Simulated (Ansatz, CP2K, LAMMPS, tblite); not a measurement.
# From one method to another: forces in glassy B2O3 (100 atoms)

100 atoms (40 B, 60 O) placed at random at 1.93 g/cm³, melted at 3000 K for 20 ps at fixed volume with the Buckingham and Coulomb pair potential of Guillot and Sator (Geochim. Cosmochim. Acta 71, 1249 (2007)) with the boron terms of Wang et al. (J. Non-Cryst. Solids 498, 294 (2018)). Quenched from 3000 K to 300 K at 100 K/ps and fixed volume, held 10 ps at zero pressure.

Two calculations on one geometry. First: Kohn-Sham DFT, PBE, PAW, plane waves (Ansatz 0.2.0; cutoff 420 eV, Γ point, fermi-dirac smearing of 0.05 eV; PAW set soft_2). Second: GFN1-xTB tight binding (the program's own implementation), orbital transformation; periodic xTB differs between programs (CP2K 2026.2; Γ point).

Cell vectors (Å):

```
10.452 0.000 0.000
0.000 10.452 0.000
0.000 0.000 10.452
```

Atom, position (Å) and force of the first calculation (eV/Å):

```
1 B 8.919 1.963 0.307 1.442 0.701 -1.254
2 B 6.216 4.134 4.676 1.824 1.803 0.964
3 B 7.697 4.958 2.574 -0.659 1.114 1.936
4 B 3.501 5.465 1.245 0.945 0.444 1.166
5 B 4.700 10.406 7.335 -1.487 -1.947 1.979
6 B 7.842 7.859 4.666 -1.378 0.158 -1.821
7 B 0.572 7.798 9.004 0.808 1.093 0.720
8 B 10.287 2.345 8.425 2.014 1.132 1.819
9 B 1.121 5.450 10.088 -0.480 -1.834 -0.045
10 B 0.974 0.199 4.095 -0.101 -0.942 -0.023
11 B 5.365 3.399 0.957 -1.252 1.373 -0.444
12 B 2.330 1.583 8.979 -1.647 -0.065 1.131
13 B 0.934 9.127 1.764 -1.765 1.786 0.428
14 B 7.163 6.181 7.971 0.304 -2.901 -0.874
15 B 9.037 1.987 5.175 0.031 -0.200 -0.297
16 B 3.026 8.355 7.885 -0.059 -1.679 0.496
17 B 4.867 1.409 2.779 -1.259 -0.119 -0.234
18 B 1.883 5.485 3.519 -0.242 -0.963 -1.337
19 B 4.569 6.079 7.975 -0.541 -0.132 -0.210
20 B 4.594 7.598 0.730 0.597 -0.528 1.516
21 B 3.116 8.142 4.873 0.718 0.586 -0.208
22 B 7.043 6.747 0.765 0.311 0.576 -0.060
23 B 2.543 3.921 5.705 -0.455 0.192 -0.848
24 B 6.900 3.882 9.198 -0.328 0.457 -1.624
25 B 5.366 9.787 9.770 0.817 1.867 0.636
26 B 9.772 6.262 3.492 -0.675 -0.311 1.025
27 B 5.368 6.593 5.023 0.396 -0.172 -0.829
28 B 9.489 6.803 6.675 1.959 -0.613 0.835
29 B 7.340 2.721 6.790 0.189 1.708 0.107
30 B 7.176 0.103 1.292 1.077 0.826 -0.422
31 B 2.911 9.753 0.021 -1.265 1.297 -0.432
32 B 10.308 3.928 1.540 0.425 -0.420 -1.672
33 B 0.666 8.755 5.868 1.069 0.517 -2.503
34 B 3.170 4.004 8.897 -0.743 1.940 0.564
35 B 9.317 8.227 0.270 1.766 -0.870 1.338
36 B 4.160 9.335 2.726 -0.446 -1.648 1.149
37 B 4.332 1.826 5.413 -0.223 -0.283 -0.872
38 B 0.526 4.581 7.114 -2.353 -0.826 -0.265
39 B 0.616 2.709 3.832 -1.961 -1.169 -1.711
40 B 7.855 10.426 3.886 0.405 -2.268 -0.093
41 O 6.963 4.184 3.502 0.626 -0.036 -0.863
42 O 8.970 7.124 4.260 0.270 0.649 0.257
43 O 7.389 5.190 8.980 -0.489 0.793 -0.073
44 O 3.398 2.825 5.685 0.674 -0.353 0.362
45 O 7.881 9.257 4.691 0.148 0.257 -0.319
46 O 4.158 9.128 10.104 -0.975 -0.879 1.099
47 O 8.244 6.621 7.204 -0.760 1.098 0.433
48 O 4.308 0.200 2.343 0.499 0.311 -0.198
49 O 7.050 3.005 8.101 -0.590 0.018 0.791
50 O 6.602 7.209 4.782 0.323 0.322 0.373
51 O 9.271 3.125 1.006 -0.294 -0.106 0.450
52 O 10.108 8.078 6.476 -1.248 -0.398 0.649
53 O 0.975 9.879 2.953 -0.245 -0.644 -0.931
54 O 9.422 1.927 9.424 -0.257 -0.306 0.056
55 O 4.160 7.272 5.150 0.033 -1.086 0.515
56 O 10.332 5.690 6.558 0.478 -0.293 0.264
57 O 5.221 2.328 1.803 0.672 -0.608 0.162
58 O 2.669 5.478 2.377 -0.016 0.320 0.176
59 O 0.703 6.248 3.560 -0.544 -0.151 -0.097
60 O 1.113 1.707 8.350 -0.501 -0.560 -0.091
61 O 5.496 10.321 8.510 0.713 0.524 -0.381
62 O 5.879 6.326 7.448 -0.133 0.465 1.343
63 O 10.060 2.867 4.784 -1.035 -0.144 0.779
64 O 1.687 8.439 8.382 0.031 0.597 -0.013
65 O 2.215 4.697 9.677 -0.225 -0.352 0.087
66 O 4.162 4.776 8.282 0.834 -0.442 0.012
67 O 6.242 10.054 0.389 -0.103 -0.086 -0.580
68 O 1.873 8.151 5.508 1.203 -1.282 0.468
69 O 3.604 6.651 0.488 -0.649 -0.549 0.428
70 O 10.139 8.567 1.400 0.163 0.051 0.327
71 O 10.211 3.618 7.839 -0.013 0.737 -0.272
72 O 0.648 6.465 9.288 -0.029 0.031 0.350
73 O 5.862 7.219 0.237 0.806 0.223 -0.149
74 O 4.927 1.670 4.132 -0.393 0.630 0.875
75 O 6.680 3.305 5.714 -1.293 0.246 -0.601
76 O 9.900 8.535 9.517 1.270 -0.795 -1.643
77 O 0.556 3.388 2.598 0.754 -0.007 1.214
78 O 3.683 9.434 7.326 -0.566 0.039 -0.243
79 O 8.589 1.066 4.216 -0.059 0.933 0.446
80 O 7.051 5.631 1.595 -0.562 0.301 -0.681
81 O 4.623 8.218 2.019 -0.641 1.312 0.410
82 O 8.208 7.464 0.477 -0.052 0.278 -0.019
83 O 9.028 5.298 2.824 0.749 -0.715 -0.357
84 O 1.833 4.285 6.839 1.042 -0.577 -0.100
85 O 8.257 0.887 0.828 -0.736 0.059 -0.005
86 O 2.032 9.163 0.942 1.490 0.209 -1.320
87 O 5.325 5.183 4.953 -0.050 -0.247 -0.065
88 O 0.563 10.052 5.299 -0.229 0.309 0.347
89 O 4.725 0.854 6.352 0.295 1.419 -0.493
90 O 0.374 4.992 0.721 -0.256 -0.493 0.436
91 O 8.476 2.024 6.476 0.722 -0.518 -1.163
92 O 3.651 7.087 7.984 -0.423 0.854 0.027
93 O 2.194 4.593 4.537 0.364 -0.178 0.183
94 O 3.434 9.096 3.940 0.258 0.937 -1.376
95 O 3.193 2.636 8.994 1.156 0.519 -0.478
96 O 4.421 4.435 1.083 -0.050 -0.379 -0.280
97 O 6.307 3.488 10.378 0.052 -0.789 0.241
98 O 2.644 0.508 9.826 0.169 -0.873 0.260
99 O 7.187 10.261 2.660 -0.445 0.139 -0.541
100 O 1.345 1.548 3.982 0.290 -0.414 -0.215
```

**Question.** What forces does the second calculation give?

Atom and force (eV/Å):

```
1 1.067 0.694 -0.918
2 1.536 1.183 1.004
3 -0.594 0.621 1.489
4 0.644 0.489 0.889
5 -1.256 -1.466 1.269
6 -0.874 -0.144 -1.366
7 0.810 1.089 0.224
8 1.287 1.059 1.439
9 -0.389 -1.479 0.035
10 -0.127 -0.791 0.203
11 -0.845 0.988 -0.421
12 -1.063 -0.262 1.013
13 -1.653 1.329 0.489
14 0.355 -2.195 -1.028
15 0.365 -0.013 -0.121
16 -0.354 -1.189 0.390
17 -0.869 0.025 -0.371
18 -0.226 -0.630 -0.996
19 -0.242 -0.342 -0.531
20 0.575 -0.365 1.066
21 0.273 0.331 0.050
22 -0.004 0.607 -0.233
23 -0.346 0.144 -0.710
24 -0.145 0.374 -0.877
25 0.641 1.340 0.558
26 -0.366 -0.104 0.974
27 -0.126 -0.238 -0.604
28 1.433 -0.025 0.772
29 0.140 1.362 0.194
30 0.824 0.333 -0.168
31 -0.879 0.503 -0.303
32 0.424 -0.086 -1.363
33 0.739 0.200 -1.930
34 -0.416 1.702 0.489
35 1.010 -0.789 1.361
36 -0.515 -1.404 0.901
37 0.044 -0.253 -0.767
38 -1.934 -0.446 -0.241
39 -1.373 -0.647 -1.471
40 0.112 -1.761 -0.218
41 0.520 0.187 -0.608
42 0.108 0.674 0.135
43 -0.720 0.488 -0.311
44 0.605 -0.294 0.173
45 0.122 0.148 -0.575
46 -0.971 -0.312 1.033
47 -0.577 0.738 0.564
48 0.655 0.196 0.005
49 -0.521 0.209 0.657
50 0.318 0.402 0.396
51 0.022 -0.463 0.215
52 -0.878 -0.495 0.229
53 -0.178 -0.451 -0.815
54 -0.024 -0.071 0.064
55 0.390 -0.996 0.459
56 0.527 -0.562 0.547
57 0.433 -0.310 0.129
58 -0.007 0.054 0.112
59 -0.639 -0.378 -0.081
60 -0.371 -0.443 0.233
61 0.538 0.414 -0.093
62 -0.090 0.142 1.603
63 -1.214 -0.476 0.694
64 0.116 0.149 0.104
65 -0.271 -0.261 -0.040
66 0.501 -0.151 0.139
67 -0.076 -0.021 -0.550
68 1.182 -1.047 0.256
69 -0.628 -0.687 0.606
70 0.494 0.288 0.173
71 0.224 0.324 -0.292
72 0.121 0.092 0.404
73 1.133 0.069 0.171
74 -0.668 0.562 0.820
75 -1.125 0.393 -0.510
76 1.302 -1.032 -1.382
77 0.378 0.014 1.102
78 -0.481 -0.203 0.076
79 -0.201 0.622 0.554
80 -0.335 0.309 -0.636
81 -0.806 1.562 0.235
82 0.190 0.288 -0.022
83 0.632 -0.577 -0.190
84 0.721 -0.609 -0.198
85 -0.721 0.379 -0.148
86 1.256 0.485 -1.388
87 0.230 0.006 -0.100
88 -0.153 0.290 -0.081
89 0.058 1.241 -0.309
90 -0.212 -0.758 0.396
91 0.630 -0.225 -1.504
92 -0.148 0.838 -0.061
93 0.430 0.050 0.117
94 0.252 0.652 -1.467
95 0.698 0.654 -0.470
96 -0.195 -0.178 -0.156
97 -0.147 -0.508 0.071
98 -0.076 -0.910 0.197
99 -0.073 0.340 -0.673
100 0.033 -0.579 -0.182
```

The two sets differ by 265 meV/Å r.m.s., 31 % of the r.m.s. force of the Ansatz run. Periodic xTB results under one method name differ between programs and library versions. The network of bonds at the start is that of the classical potential that made the cell, and needn't be the one that DFT or experiment would give. The electronic-structure runs sample only Γ, in a cell whose shortest periodic width is 10 Å.

[Logs are printed without paths, hosts, clocks, repeated set-up lines and the standing remarks that a program may print on its own settings, such as how far it seeks lower states.]

[Hosts, paths, dates, database ids (printed as entryN), source tags and the programs' standing remarks are cut or masked in the printed files.]
